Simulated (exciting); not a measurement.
Consider ZrBrN, space group R-3m.

```xyz
6
Lattice="1.8271 1.0549 10.1508 -1.8271 1.0549 10.1508 0.0000 -2.1097 10.1508" Properties=species:S:1:pos:R:3 pbc="T T T"
Zr    0.0000    0.0000    3.7770
Zr    0.0000    0.0000   26.6754
Br    0.0000    0.0000   11.9486
Br    0.0000    0.0000   18.5038
N     0.0000    0.0000    5.9399
N     0.0000    0.0000   24.5126
```

Absorber: atom 5, with 4 Zr at 2.15 Å (distorted tetrahedral, site symmetry 3m). Method: exciting, all-electron LAPW+lo, LDA, exchange and screened direct term (singlet BSE), 3×3×3 shifted k points, 50 conduction bands, |G+q| up to 3 bohr⁻¹, full RPA screening with nempty = 82, Lorentzian half width 0.45 eV.

**Question.** Predict the N K near-edge structure at this level.

Bound core exciton? Yes on this mesh: the first bright state (over 5 % of the brightest) lies at -0.98 eV from the Kohn–Sham onset and at -1.28 eV from the lowest bare transition of its own mesh. Maxima (height): 0.0 eV (0.81), 2.4 eV (1.00), 5.6 eV (0.34), 9.4 eV (0.30), 12.1 eV (0.41) and 18.1 eV (0.20).

Energy from the Kohn–Sham onset, core level to the lowest empty state found on the meshes used; Im ε in relative units:

```csv
E (eV),Im ε
-4.5,0.02
-4.0,0.03
-3.5,0.03
-3.0,0.05
-2.5,0.06
-2.0,0.10
-1.5,0.18
-1.0,0.38
-0.5,0.54
0.0,0.81
0.5,0.75
1.0,0.65
1.5,0.68
2.0,0.86
2.5,0.98
3.0,0.73
3.5,0.57
4.0,0.44
4.5,0.36
5.0,0.33
5.5,0.34
6.0,0.32
6.5,0.31
7.0,0.30
7.5,0.30
8.0,0.28
8.5,0.27
9.0,0.29
9.5,0.29
10.0,0.28
10.5,0.27
11.0,0.27
11.5,0.32
12.0,0.41
12.5,0.37
13.0,0.35
13.5,0.31
14.0,0.25
14.5,0.24
15.0,0.21
15.5,0.18
16.0,0.16
16.5,0.16
17.0,0.17
17.5,0.18
18.0,0.20
18.5,0.19
19.0,0.19
19.5,0.19
20.0,0.18
20.5,0.16
21.0,0.15
21.5,0.14
```

A mesh of 27 points doesn't converge binding energies, and fine structure above the first lines is partly noise of the mesh. The kernel cutoff is low for a compact core orbital, so the effect of exchange is a lower bound. The zero comes from the unshifted 3×3×3 ground-state mesh; it is exact only where the band minimum lies on that mesh. The Kohn–Sham onset, 373 eV, is no photon energy: the scale needs a rigid shift. No quasiparticle correction widens the gap or stretches the bands. Vibrations and energy-dependent lifetimes are left out. The structure is a Materials Project entry, computed there, and may be a hypothetical form.

[Banner, clock and machine lines of the logs are left out without a mark of their own.]

[Logs are printed without paths, hosts, clocks, repeated set-up lines and the standing remarks that a program may print on its own settings, such as how far it seeks lower states.]

[Hosts, paths, dates, database ids (printed as entryN), source tags and the programs' standing remarks are cut or masked in the printed files.]
